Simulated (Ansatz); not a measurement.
# Work function of Cd(0001): what the settings cost and change

Aim: the numerical settings behind the work function of Cd(0001), with the cost of each.

Main program and level: Ansatz 0.2.0; plane-wave DFT, PBE, Ansatz PAW.

Report form: inputs, costs, results and the conclusion, without the logs.

## Step 1: Set-up

The cell holds 7 atoms: 7 Cd. Cell: a = 2.980 Å, b = 2.980 Å, c = 34.861 Å, α = 90.0°, β = 90.0°, γ = 60.0°. Vacuum lies along c.

## Step 2: Slab, setting cutoff 200 eV

A work function rests on the faint tail of the density, so the SCF threshold is tight. The cutoff is raised first; then mesh and smearing are varied at the default cutoff.

input.yaml reads:

```yaml
crystal:
  lattice:
    - [2.98, 0.0, 0.0]
    - [1.49, 2.5807557033, 0.0]
    - [0.0, 0.0, 34.86084]
  atoms:
    - { symbol: Cd, position: [0.0, 0.0, 0.2581693384] }
    - { symbol: Cd, position: [0.6666666667, 0.6666666667, 0.338779559] }
    - { symbol: Cd, position: [0.0, 0.0, 0.4193897795] }
    - { symbol: Cd, position: [0.6666666667, 0.6666666667, 0.5] }
    - { symbol: Cd, position: [0.0, 0.0, 0.5806102205] }
    - { symbol: Cd, position: [0.6666666667, 0.6666666667, 0.661220441] }
    - { symbol: Cd, position: [0.0, 0.0, 0.7418306616] }
kpoints:
  mp_grid: { grid: [16, 16, 1] }
hamiltonian:
  xc: pbe
scf:
  occupations: { method: fermi_dirac, width: 0.1 }
  convergence: { dr2_threshold: 1.0e-09 }
efield:
  axis: 3
  dipole_correction: true
  ramp_position: 0.97
  ramp_width: 0.06
basis:
  ecutwfc: "200 eV"
output:
  write_potential: true
  write_density: true
  volumetric_format: npy
  elf: true
```

The run is started by

```
$ ansatz run input.yaml --threads 4 --pin off --max-ram 6144MiB --backend cpu --events-out ev --progress --plain --runs-dir out
```

Elapsed: 18 s, on 4 threads of Arm Neoverse N1, shared host; peak memory 0.57 GiB; 66 s of CPU time.

Numbers from this step:

| Quantity | Value |
| --- | --- |
| energy at zero smearing | -57690.0482 eV |
| work function, upper face | 4.430 eV |

Running mean over 2.81 Å of the planar mean; the ramp of the sawtooth is left out. Table of electron's electrostatic potential energy less the Fermi level by z:

| z (Å) | electron's electrostatic potential energy less the Fermi level (eV) |
| --- | --- |
| 4 | 4.30 |
| 5 | 4.19 |
| 6 | 3.94 |
| 7 | 2.34 |
| 8 | -2.61 |
| 9 | -4.76 |
| 10 | -4.91 |
| 11 | -4.94 |
| 12 | -4.92 |
| 13 | -4.94 |
| 14 | -4.95 |
| 15 | -4.95 |
| 16 | -4.96 |
| 17 | -4.97 |
| 18 | -4.97 |
| 19 | -4.96 |
| 20 | -4.95 |
| 21 | -4.95 |
| 22 | -4.93 |
| 23 | -4.93 |
| 24 | -4.94 |
| 25 | -4.90 |
| 26 | -4.68 |
| 27 | -1.94 |
| 28 | 2.82 |
| 29 | 4.00 |
| 30 | 4.21 |
| 31 | 4.31 |

Valence density in the ca plane at fractional y = 0.000, with atoms of Cd within 0.2 Å of it. It is the smooth field of the valence electrons, not physical close to the nuclei.

Ten steps, logarithmic in the rise over the least value, from '0' (0 e/Å³) to '9' (22 e/Å³), each cell a mean:
```
86210111100136897410011110014798620000000000
63100111110014665210111110012566410000000000
21100123210011232100123321001232100000000000
11001234310001111000124321000111100000000000
11001133310001111100123321001111100000000000
42100122110013453110112211012344210000000000
75200111110125786310011110013687520000000000
96310011100137998510011110015899630000000000
```
Columns run along c (16.0 Å, from fractional 0.43 to 0.89 of the cell), rows up along a (3.0 Å). Atoms in or near the plane, at fractional coordinates: Cd at (0.58, 0.00), Cd at (0.74, 0.00).

Electrostatic potential energy in the ca plane at fractional y = 0.000, with atoms of Cd within 0.2 Å of it. With pseudopotentials it is smooth inside the atoms' cores, unlike the true potential.

Values in eV, 5 rows by 16 columns, each cell a mean:
```
-14   7   6   7  -2 -23  -4   7   6   7 -12 -20   4  10  11  11
  1   7  -2   4   5  -4   5   4  -2   6   2  -2   8  10  11  11
  6   6  -7   2   8   5   7   2  -8   6   7   6   9  10  11  11
 -4   7   2   5   3 -11   2   6   1   7  -3  -9   7  10  11  11
-16   7   7   8  -4 -25  -6   8   7   7 -15 -22   3  10  11  11
```
Columns run along c (16.0 Å, from fractional 0.43 to 0.89 of the cell; values clipped at the 3rd and 97th percentile), rows up along a (3.0 Å). Atoms in or near the plane, at fractional coordinates: Cd at (0.58, 0.00), Cd at (0.74, 0.00).

ELF in the ca plane at fractional y = 0.000, with atoms of Cd within 0.2 Å of it. It is the smooth field of the valence electrons, not physical close to the nuclei.

Values, 5 rows by 16 columns, each cell a mean:
```
0.41 0.16 0.23 0.19 0.24 0.60 0.25 0.19 0.23 0.16 0.38 0.55 0.18 0.01 0.00 0.00
0.18 0.16 0.18 0.16 0.16 0.22 0.16 0.16 0.19 0.16 0.17 0.21 0.15 0.00 0.00 0.00
0.23 0.14 0.28 0.18 0.17 0.27 0.18 0.17 0.28 0.15 0.22 0.30 0.10 0.00 0.00 0.00
0.24 0.17 0.15 0.16 0.17 0.34 0.18 0.16 0.15 0.17 0.22 0.31 0.16 0.00 0.00 0.00
0.47 0.15 0.27 0.18 0.26 0.71 0.28 0.18 0.27 0.15 0.44 0.64 0.20 0.01 0.00 0.00
```
Columns run along c (16.0 Å, from fractional 0.43 to 0.89 of the cell), rows up along a (3.0 Å). Atoms in or near the plane, at fractional coordinates: Cd at (0.58, 0.00), Cd at (0.74, 0.00).

The work function is 4.430 eV. The program marks this work function as in doubt.

## Step 3: Run

input.yaml: that of step 2 with these lines changed.

```diff
@@ -26,3 +26,3 @@
 basis:
-  ecutwfc: "200 eV"
+  ecutwfc: "300 eV"
 output:
@@ -31,2 +31 @@
   volumetric_format: npy
-  elf: true
```

Run time: 39 s. Hardware: 4 threads; peak memory 0.79 GiB; 1.9 min of CPU time.

The work function is 3.883 eV, -0.547 eV from the run “cutoff 200 eV”, at 1.7 times its CPU time.

## Step 4: Slab

input.yaml: that of step 3 with these lines changed.

```diff
@@ -26,3 +26,3 @@
 basis:
-  ecutwfc: "300 eV"
+  ecutwfc: "420 eV"
 output:
```

Elapsed: 56 s, on 4 threads; peak memory 1.1 GiB.

The work function is 3.877 eV, -0.553 eV from the run “cutoff 200 eV”, at 2.5 times its CPU time.

## Step 5: Slab

input.yaml: that of step 4 with these lines changed.

```diff
@@ -26,3 +26,3 @@
 basis:
-  ecutwfc: "420 eV"
+  ecutwfc: "600 eV"
 output:
```

It took 87 s on 4 threads; peak memory 1.8 GiB.

The work function is 3.877 eV, -0.000 eV from the run “cutoff 420 eV”, at 1.7 times its CPU time.

## Step 6: Run

input.yaml: that of step 5 with these lines changed.

```diff
@@ -14,3 +14,3 @@
 kpoints:
-  mp_grid: { grid: [16, 16, 1] }
+  mp_grid: { grid: [3, 3, 1] }
 hamiltonian:
@@ -25,4 +25,2 @@
   ramp_width: 0.06
-basis:
-  ecutwfc: "600 eV"
 output:
```

Wall time 12 s (4 threads); peak memory 0.55 GiB.

The work function is 3.129 eV, -0.748 eV from the run “cutoff 420 eV”, at 0.12 times its CPU time.

## Step 7: Run

input.yaml: that of step 6 with these lines changed.

```diff
@@ -14,3 +14,3 @@
 kpoints:
-  mp_grid: { grid: [3, 3, 1] }
+  mp_grid: { grid: [5, 5, 1] }
 hamiltonian:
```

The job ended after 13 s (4 threads; peak memory 0.69 GiB).

The work function is 3.851 eV, -0.026 eV from the run “cutoff 420 eV”, at 0.17 times its CPU time.

## Step 8: Run

input.yaml: that of step 7 with these lines changed.

```diff
@@ -14,3 +14,3 @@
 kpoints:
-  mp_grid: { grid: [5, 5, 1] }
+  mp_grid: { grid: [11, 11, 1] }
 hamiltonian:
```

It took 35 s on 4 threads; peak memory 0.89 GiB; 94 s of CPU time.

The work function is 3.890 eV, +0.013 eV from the run “cutoff 420 eV”, at 0.57 times its CPU time.

## Step 9: Slab

input.yaml: that of step 8 with these lines changed.

```diff
@@ -14,3 +14,3 @@
 kpoints:
-  mp_grid: { grid: [11, 11, 1] }
+  mp_grid: { grid: [24, 24, 1] }
 hamiltonian:
```

The job ended after 1.7 min (4 threads; peak memory 1.6 GiB).

The work function is 3.856 eV, -0.021 eV from the run “cutoff 420 eV”, at 2.1 times its CPU time.

## Step 10: Slab

input.yaml: that of step 9 with these lines changed.

```diff
@@ -14,3 +14,3 @@
 kpoints:
-  mp_grid: { grid: [24, 24, 1] }
+  mp_grid: { grid: [16, 16, 1] }
 hamiltonian:
@@ -18,3 +18,3 @@
 scf:
-  occupations: { method: fermi_dirac, width: 0.1 }
+  occupations: { method: gaussian, width: 0.05 }
   convergence: { dr2_threshold: 1.0e-09 }
```

It took 53 s on 4 threads; peak memory 1.1 GiB; 2.8 min of CPU time.

The work function is 3.930 eV, +0.052 eV from the run “cutoff 420 eV”, at 1.0 times its CPU time.

## Step 11: Run

input.yaml: that of step 10 with these lines changed.

```diff
@@ -18,3 +18,3 @@
 scf:
-  occupations: { method: gaussian, width: 0.05 }
+  occupations: { method: methfessel_paxton, width: 0.2 }
   convergence: { dr2_threshold: 1.0e-09 }
```

The job ended after 51 s (4 threads; peak memory 1.1 GiB).

The work function is 3.891 eV, +0.014 eV from the run “cutoff 420 eV”, at 0.98 times its CPU time.

## Step 12: Slab

input.yaml: that of step 11 with these lines changed.

```diff
@@ -18,3 +18,3 @@
 scf:
-  occupations: { method: methfessel_paxton, width: 0.2 }
+  occupations: { method: fermi_dirac, width: 0.3 }
   convergence: { dr2_threshold: 1.0e-09 }
```

The job ended after 62 s (4 threads; peak memory 1.2 GiB).

The work function is 3.880 eV, +0.003 eV from the run “cutoff 420 eV”, at 1.2 times its CPU time.

## Step 13: Slab

input.yaml: that of step 12 with these lines changed.

```diff
@@ -18,3 +18,3 @@
 scf:
-  occupations: { method: fermi_dirac, width: 0.3 }
+  occupations: { method: cold, width: 0.1 }
   convergence: { dr2_threshold: 1.0e-09 }
```

Elapsed: 53 s, on 4 threads; peak memory 1.1 GiB.

The work function is 3.907 eV, +0.030 eV from the run “cutoff 420 eV”, at 1.0 times its CPU time.

## Step 14: The series together

Times are for 4 threads of Arm Neoverse N1, shared host. Results by setting:

```
no.                            setting  work function, upper face (eV)     time  memory (GiB)
  1                      cutoff 200 eV                           4.430     18 s          0.57
  2                      cutoff 300 eV                           3.883     39 s          0.79
  3                      cutoff 420 eV                           3.877     56 s           1.1
  4                      cutoff 600 eV                           3.877     87 s           1.8
  5                           mesh 3x3                           3.129     12 s          0.55
  6                           mesh 5x5                           3.851     13 s          0.69
  7                         mesh 11x11                           3.890     35 s          0.89
  8                         mesh 24x24                           3.856  1.7 min           1.6
  9          Gaussian smearing 0.05 eV                           3.930     53 s           1.1
 10  methfessel_paxton smearing 0.2 eV                           3.891     51 s           1.1
 11        fermi_dirac smearing 0.3 eV                           3.880     62 s           1.2
 12               cold smearing 0.1 eV                           3.907     53 s           1.1
```

## Step 15: The same run with other settings

An input spoilt on purpose, to show how the run answers: it repeats the earlier run “cutoff 200 eV” with efield.amplitude to 0 and efield.dipole_correction from true to false, and scf.max_iter set to 75; its output block differs too.

input.yaml: that of step 13 with these lines changed.

```diff
@@ -18,9 +18,13 @@
 scf:
-  occupations: { method: cold, width: 0.1 }
+  occupations: { method: fermi_dirac, width: 0.1 }
   convergence: { dr2_threshold: 1.0e-09 }
+  max_iter: 75
 efield:
   axis: 3
-  dipole_correction: true
+  dipole_correction: false
   ramp_position: 0.97
   ramp_width: 0.06
+  amplitude: 0
+basis:
+  ecutwfc: "200 eV"
 output:
```

Elapsed: 0.06 s, on 4 threads; peak memory 0.06 GiB; 0.02 s of CPU time.

The input was rejected at the start.

The program's message: “Error: invalid value for `efield.amplitude`: is zero with dipole_correction: false — the section would apply nothing; set a non-zero amplitude, enable dipole_correction, or remove the block”

The fault put into the input: a field block that applies nothing.

## Step 16: Outcome

```
work function, cutoff 200 eV : 4.430 eV
work function, cutoff 420 eV : 3.877 eV
work function, cutoff 600 eV : 3.877 eV
work function, mesh 3x3      : 3.129 eV
```

**Reading.** The run at the highest cutoff gives 3.88 eV, and the settings tried spread the value from 3.13 to 4.43 eV. Against 600 eV, a cutoff of 200 eV is off by +0.553 eV. Against 600 eV, a cutoff of 420 eV is off by +0.000 eV. Against the finest mesh, 24 points along a, the coarser ones are off by -0.73 (3), -0.00 (5) and +0.03 (11) eV. The smearing schemes and widths spread it over 0.05 eV. The program marks the value as in doubt in “cutoff 200 eV”. The ladder's slabs use the tabulated experimental lattice constant (two decimals; a low-temperature value for the alkali metals). In 1 run of the series (cutoff 200 eV) the program warns that electrons reach the sawtooth's ramp, which makes dipole and work function less sure.

[Long decimals in the printed logs are rounded to 6 places.]

[Logs are printed without paths, hosts, clocks, repeated set-up lines and the standing remarks that a program may print on its own settings, such as how far it seeks lower states.]

[Hosts, paths, dates, database ids (printed as entryN), source tags and the programs' standing remarks are cut or masked in the printed files.]

[Maps of the electrostatic potential energy from Ansatz leave out the sawtooth potential of an applied field or a dipole correction, so their vacuum need not be flat; planar profiles and work functions include it.]
